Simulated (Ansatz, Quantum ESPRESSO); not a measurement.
# Li3W (Fm-3m): zone-centre phonons, part 2 of 3

Which modes does Li3W (Fm-3m) have at the zone centre?

Quantum ESPRESSO 7.5; DFT PBE, scalar-relativistic, plane waves, PseudoDojo norm-conserving pseudopotentials.

So far. Step 2 (A probe with smearing): No gap opens on this mesh, so smearing is kept; the start stands at -7.3 GPa. Step 4 (Ground state): The cell stands at -0.03 GPa, close enough for phonons. The relaxed cell has a = 6.142 Å (conventional setting).

The structure was built from a prototype and need not be the compound's stable phase.

**5. Zone-centre response**

At q = 0 one unit cell holds all displacements; symmetry groups them into irreducible representations that are solved one by one. With smeared occupations no response to a homogeneous field can be asked.

Contents of ph.in:

```
phonons
&inputph
   prefix = 'x'
   outdir = './tmp'
   fildyn = 'g.dyn'
   tr2_ph = 1.0d-18
   alpha_mix(1) = 0.4
   nmix_ph = 8
/
0.000000000000 0.000000000000 0.000000000000
```

Started as:

```sh
OMP_NUM_THREADS=1 mpirun -n 4 ph.x -nk 4 -in ph.in > ph.out
```

Output:

```text
[banners, grids, parts of the stress and lines that vanish by symmetry left out]
[banner, memory and clock lines left out]
Program PHONON v.7.5

     ./tmp/x.save/

     IMPORTANT: XC functional enforced from input :
     Exchange-correlation= PBE
                           (   1   4   3   4   0   0   0)
     Any further DFT definition will be discarded
     Please, verify this is what you really want

     G-vector sticks info

     Reading collected, re-writing distributed wavefunctions in ./tmp/

     Number and degeneracy of irreps per q-point
       N         xq(1)         xq(2)         xq(3)   N irreps
       1   0.000000000   0.000000000   0.000000000       4
        3   3   3   3

     Calculation of q =    0.0000000   0.0000000   0.0000000

     phonons

     bravais-lattice index     =            0
     lattice parameter (alat)  =       8.2076  a.u.
     unit-cell volume          =     390.9583 (a.u.)^3
     number of atoms/cell      =            4
     number of atomic types    =            2
     kinetic-energy cut-off    =      74.0000  Ry
     charge density cut-off    =     296.0000  Ry
     convergence threshold     =      1.0E-18
     beta                      =       0.4000
     number of iterations used =            8
     Exchange-correlation= PBE
                           (   1   4   3   4   0   0   0)

     celldm(1)=    8.20758  celldm(2)=    0.00000  celldm(3)=    0.00000
     celldm(4)=    0.00000  celldm(5)=    0.00000  celldm(6)=    0.00000

     crystal axes: (cart. coord. in units of alat)
               a(1) = ( -0.7071  0.0000  0.7071 )
               a(2) = (  0.0000  0.7071  0.7071 )
               a(3) = ( -0.7071  0.7071  0.0000 )

     reciprocal axes: (cart. coord. in units 2 pi/alat)
               b(1) = ( -0.7071 -0.7071  0.7071 )
               b(2) = (  0.7071  0.7071  0.7071 )
               b(3) = ( -0.7071  0.7071 -0.7071 )

     Atoms inside the unit cell:

     Cartesian axes

     site n.  atom      mass           positions (alat units)
        1  W     183.8400   tau(    1) = (    0.00000    0.00000    0.00000  )
        2  Li      6.9400   tau(    2) = (   -0.70711    0.70711    0.70711  )
        3  Li      6.9400   tau(    3) = (   -1.06066    1.06066    1.06066  )
        4  Li      6.9400   tau(    4) = (   -0.35355    0.35355    0.35355  )

     Computing dynamical matrix for
                    q = (   0.0000000   0.0000000   0.0000000 )

     49 Sym.Ops. (with q -> -q+G )

     G cutoff =  505.0825  (  33487 G-vectors)     FFT grid: ( 45, 45, 45)

     number of k points=    29  Marzari-Vanderbilt smearing, width (Ry)=  0.0200
                       cart. coord. in units 2pi/alat
        k(    1) = (   0.0000000   0.0000000   0.0000000), wk =   0.0039062
        k(    2) = (  -0.0883883   0.0883883  -0.0883883), wk =   0.0312500
        k(    3) = (  -0.1767767   0.1767767  -0.1767767), wk =   0.0312500
        [... further k-points left out ...]

     PseudoPot. # 1 for W  read from file:
     ./pseudo/W.upf
     Pseudo is Norm-conserving + core correction, Zval = 14.0
     Using radial grid of 1396 points,  8 beta functions with:
                l(1) =   0
                l(2) =   0
                l(3) =   1
                l(4) =   1
                l(5) =   2
                l(6) =   2
                l(7) =   3
                l(8) =   3

     PseudoPot. # 2 for Li read from file:
     ./pseudo/Li.upf
     Pseudo is Norm-conserving, Zval =  3.0
     Using radial grid of 1944 points,  4 beta functions with:
                l(1) =   0
                l(2) =   0
                l(3) =   1
                l(4) =   1

     Mode symmetry, O_h (m-3m)  point group:

     Atomic displacements:
     There are    4 irreducible representations

     Representation     1      3 modes -  To be done

     Representation     2      3 modes -  To be done

     Representation     3      3 modes -  To be done

     Representation     4      3 modes -  To be done

     Alpha used in Ewald sum =   2.8000

     Representation #   1 modes #   1   2   3

     Self-consistent Calculation
      iter #   1   av.it.:   5.3
      thresh= 1.000E-02 alpha_mix =  0.400 |ddv_scf|^2 =  1.109E-07
      iter #   2   av.it.:  12.6
      thresh= 3.331E-05 alpha_mix =  0.400 |ddv_scf|^2 =  9.743E-09
      iter #   3   av.it.:  12.6
      thresh= 9.871E-06 alpha_mix =  0.400 |ddv_scf|^2 =  1.170E-09
      iter #   4   av.it.:  13.7
      thresh= 3.421E-06 alpha_mix =  0.400 |ddv_scf|^2 =  3.488E-11
      iter #   5   av.it.:  14.2
      thresh= 5.906E-07 alpha_mix =  0.400 |ddv_scf|^2 =  2.536E-13
      iter #   6   av.it.:  13.1
      thresh= 5.036E-08 alpha_mix =  0.400 |ddv_scf|^2 =  5.782E-14
      iter #   7   av.it.:  13.8
      thresh= 2.405E-08 alpha_mix =  0.400 |ddv_scf|^2 =  2.492E-16
      iter #   8   av.it.:  14.0
      thresh= 1.579E-09 alpha_mix =  0.400 |ddv_scf|^2 =  1.559E-18
      iter #   9   av.it.:  13.5
      thresh= 1.249E-10 alpha_mix =  0.400 |ddv_scf|^2 =  1.240E-19

     End of self-consistent calculation

     Convergence has been achieved

     Representation #   2 modes #   4   5   6

     Self-consistent Calculation
      iter #   1   av.it.:   4.9
      thresh= 1.000E-02 alpha_mix =  0.400 |ddv_scf|^2 =  4.838E-08
      iter #   2   av.it.:  12.4
      thresh= 2.200E-05 alpha_mix =  0.400 |ddv_scf|^2 =  9.932E-09
      iter #   3   av.it.:  12.7
      thresh= 9.966E-06 alpha_mix =  0.400 |ddv_scf|^2 =  6.826E-10
      iter #   4   av.it.:  13.0
      thresh= 2.613E-06 alpha_mix =  0.400 |ddv_scf|^2 =  5.922E-11
      iter #   5   av.it.:  13.7
      thresh= 7.696E-07 alpha_mix =  0.400 |ddv_scf|^2 =  5.029E-13
[...]
End of self-consistent calculation

     Convergence has been achieved

     Representation #   3 modes #   7   8   9

     Self-consistent Calculation
[...]
End of self-consistent calculation

     Convergence has been achieved

     Representation #   4 modes #  10  11  12

     Self-consistent Calculation
[...]
iter #   4   av.it.:  13.9
      thresh= 4.173E-06 alpha_mix =  0.400 |ddv_scf|^2 =  4.164E-11
      iter #   5   av.it.:  14.2
      thresh= 6.453E-07 alpha_mix =  0.400 |ddv_scf|^2 =  5.132E-13
      iter #   6   av.it.:  13.1
      thresh= 7.164E-08 alpha_mix =  0.400 |ddv_scf|^2 =  1.279E-13
      iter #   7   av.it.:  13.4
      thresh= 3.576E-08 alpha_mix =  0.400 |ddv_scf|^2 =  2.328E-15
      iter #   8   av.it.:  14.6
      thresh= 4.825E-09 alpha_mix =  0.400 |ddv_scf|^2 =  3.895E-17
      iter #   9   av.it.:  13.1
      thresh= 6.241E-10 alpha_mix =  0.400 |ddv_scf|^2 =  3.093E-18
      iter #  10   av.it.:  13.9
      thresh= 1.759E-10 alpha_mix =  0.400 |ddv_scf|^2 =  6.117E-20

     End of self-consistent calculation

     Convergence has been achieved

     Number of q in the star =    1
     List of q in the star:
          1   0.000000000   0.000000000   0.000000000

     Diagonalizing the dynamical matrix

     q = (    0.000000000   0.000000000   0.000000000 )

 **************************************************************************
     freq (    1) =      -0.028252 [THz] =      -0.942401 [cm-1]
     freq (    2) =      -0.028252 [THz] =      -0.942401 [cm-1]
     freq (    3) =      -0.028252 [THz] =      -0.942401 [cm-1]
     freq (    4) =       9.194268 [THz] =     306.687758 [cm-1]
     freq (    5) =       9.194268 [THz] =     306.687758 [cm-1]
     freq (    6) =       9.194268 [THz] =     306.687758 [cm-1]
     freq (    7) =      12.085353 [THz] =     403.123991 [cm-1]
     freq (    8) =      12.085353 [THz] =     403.123991 [cm-1]
     freq (    9) =      12.085353 [THz] =     403.123991 [cm-1]
     freq (   10) =      13.753125 [THz] =     458.754861 [cm-1]
     freq (   11) =      13.753125 [THz] =     458.754861 [cm-1]
     freq (   12) =      13.753125 [THz] =     458.754861 [cm-1]
 **************************************************************************

     Mode symmetry, O_h (m-3m)  point group:

     freq (   1-   3) =         -0.9  [cm-1]   --> T_1u G_15  G_4- I
     freq (   4-   6) =        306.7  [cm-1]   --> T_1u G_15  G_4- I
     freq (   7-   9) =        403.1  [cm-1]   --> T_2g G_25' G_5+ R
     freq (  10-  12) =        458.8  [cm-1]   --> T_1u G_15  G_4- I
```

Run time: 5.9 min. Hardware: 4 MPI ranks of Arm Neoverse V1, shared host.

Read from the output:

* largest acoustic frequency at the zone centre before the sum rule: -0.94 cm⁻¹
* highest optical zone-centre mode (no LO-TO term): 458.8 cm⁻¹
* lowest optical zone-centre mode: 306.7 cm⁻¹

The acoustic modes at Γ come out as far as 0.9 cm⁻¹ from zero, where they should vanish, a small numerical error.

**6. Modes with the sum rule**

A rigid shift of the crystal must cost nothing, but grids and finite bases break this; the acoustic sum rule is imposed before the matrix is diagonalised again.

Contents of dynmat.in:

```
&input
   fildyn = 'g.dyn'
   asr = 'simple'
   fileig = 'dynmat.eig'
/
```

Started as:

```sh
dynmat.x -in dynmat.in > dynmat.out
```

Output:

```text
[banner, memory and clock lines left out]
Program DYNMAT v.7.5

     Reading Dynamical Matrix from file g.dyn
     ...Force constants read
     ...epsilon and Z* not read (not found on file)
     A direction for q was not specified:TO-LO splitting will be absent

     Polarizability (A^3 units)
     multiply by 1.000000 for Clausius-Mossotti correction
         0.000000    0.000000    0.000000
         0.000000    0.000000    0.000000
         0.000000    0.000000    0.000000

     IR activities are in (D/A)^2/amu units

# mode   [cm-1]    [THz]      IR
    1     -0.00   -0.0000    0.0000
    2     -0.00   -0.0000    0.0000
    3      0.00    0.0000    0.0000
    4    306.69    9.1944    0.0000
    5    306.69    9.1944    0.0000
    6    306.69    9.1944    0.0000
    7    403.11   12.0850    0.0000
    8    403.11   12.0850    0.0000
    9    403.11   12.0850    0.0000
   10    458.75   13.7530    0.0000
   11    458.75   13.7530    0.0000
   12    458.75   13.7530    0.0000

[end of the log left out, with the tail of the file of modes that dynmat.x writes under the same name]
```

The job ended after 0.45 s (1 thread).

Unit eigenvectors of the mass-weighted matrix after the sum rule; no LO-TO term. The modes at Γ (shares of kinetic energy by element, %):

| mode | frequency (cm⁻¹) | symmetry | W % | Li % |
| --- | --- | --- | --- | --- |
| 1 | 0.0 | acoustic | 90 | 10 |
| 2 | 0.0 | acoustic | 90 | 10 |
| 3 | 0.0 | acoustic | 90 | 10 |
| 4 | 306.7 | T1u | 9 | 91 |
| 5 | 306.7 | T1u | 9 | 91 |
| 6 | 306.7 | T1u | 9 | 91 |
| 7 | 403.1 | T2g | 0 | 100 |
| 8 | 403.1 | T2g | 0 | 100 |
| 9 | 403.1 | T2g | 0 | 100 |
| 10 | 458.8 | T1u | 2 | 98 |
| 11 | 458.8 | T1u | 2 | 98 |
| 12 | 458.8 | T1u | 2 | 98 |

Displacements in mode 6 (306.7 cm⁻¹), the largest set to 1:
```
W1   0.00 -0.03 -0.07
Li2  0.06  0.43  1.00
Li3  0.03  0.18  0.42
Li4  0.03  0.18  0.42
```

Displacements in mode 11 (458.8 cm⁻¹), the largest set to 1:
```
W1   0.00 -0.01 -0.04
Li2 -0.01 -0.17 -0.91
Li3  0.02  0.19  1.00
Li4  0.02  0.19  1.00
```

The rule moves no optical mode by more than 0.1 cm⁻¹.

**7. Sum rules set otherwise: a sum rule for molecules or wires on a crystal**

This rule also removes rotations, which suits molecules and not a crystal; it is tried to see the harm.

Contents of dynmat.in:

```
&input
   fildyn = 'g.dyn'
   asr = 'zero-dim'
   fileig = 'dynmat.eig'
/
```

Started as:

```sh
dynmat.x -in dynmat.in > dynmat.out
```

Output:

```text
[banner, memory and clock lines left out]
Program DYNMAT v.7.5

     Reading Dynamical Matrix from file g.dyn
     ...Force constants read
     ...epsilon and Z* not read (not found on file)
     Acoustic Sum Rule: || Z*(ASR) - Z*(orig)|| =    0.000000E+00
     Acoustic Sum Rule: ||dyn(ASR) - dyn(orig)||=    2.672475E-01
     A direction for q was not specified:TO-LO splitting will be absent

     Polarizability (A^3 units)
     multiply by 1.000000 for Clausius-Mossotti correction
         0.000000    0.000000    0.000000
         0.000000    0.000000    0.000000
         0.000000    0.000000    0.000000

     IR activities are in (D/A)^2/amu units

# mode   [cm-1]    [THz]      IR
    1     -0.00   -0.0000    0.0000
    2     -0.00   -0.0000    0.0000
    3     -0.00   -0.0000    0.0000
    4      0.00    0.0000    0.0000
    5      0.00    0.0000    0.0000
    6    306.68    9.1940    0.0000
    7    381.27   11.4303    0.0000
    8    381.27   11.4303    0.0000
    9    403.12   12.0854    0.0000
   10    458.75   13.7530    0.0000
   11    480.62   14.4086    0.0000
   12    480.62   14.4086    0.0000

[end of the log left out, with the tail of the file of modes that dynmat.x writes under the same name]
```

The job ended after 0.45 s (1 thread).

The run ended normally, but on settings that are not sound.

The fault: a sum rule for molecules or wires on a crystal; 2 optical modes are projected out to zero frequency, as if they were rotations.

For a crystal the rule has to be 'simple' or 'crystal'.

Zone-centre frequencies as printed; negative means imaginary. Modes:

| mode | frequency (cm⁻¹) |
| --- | --- |
| 1 | 0 |
| 2 | 0 |
| 3 | 0 |
| 4 | 0 |
| 5 | 0 |
| 6 | 306.7 |
| 7 | 381.3 |
| 8 | 381.3 |
| 9 | 403.1 |
| 10 | 458.8 |
| 11 | 480.6 |
| 12 | 480.6 |

[end of part 2 of 3]

[Host names and launcher messages were left out of these logs when they were recorded.]

[Logs are printed without paths, hosts, clocks, repeated set-up lines and the standing remarks that a program may print on its own settings, such as how far it seeks lower states.]

[Hosts, paths, dates, database ids (printed as entryN), source tags and the programs' standing remarks are cut or masked in the printed files.]
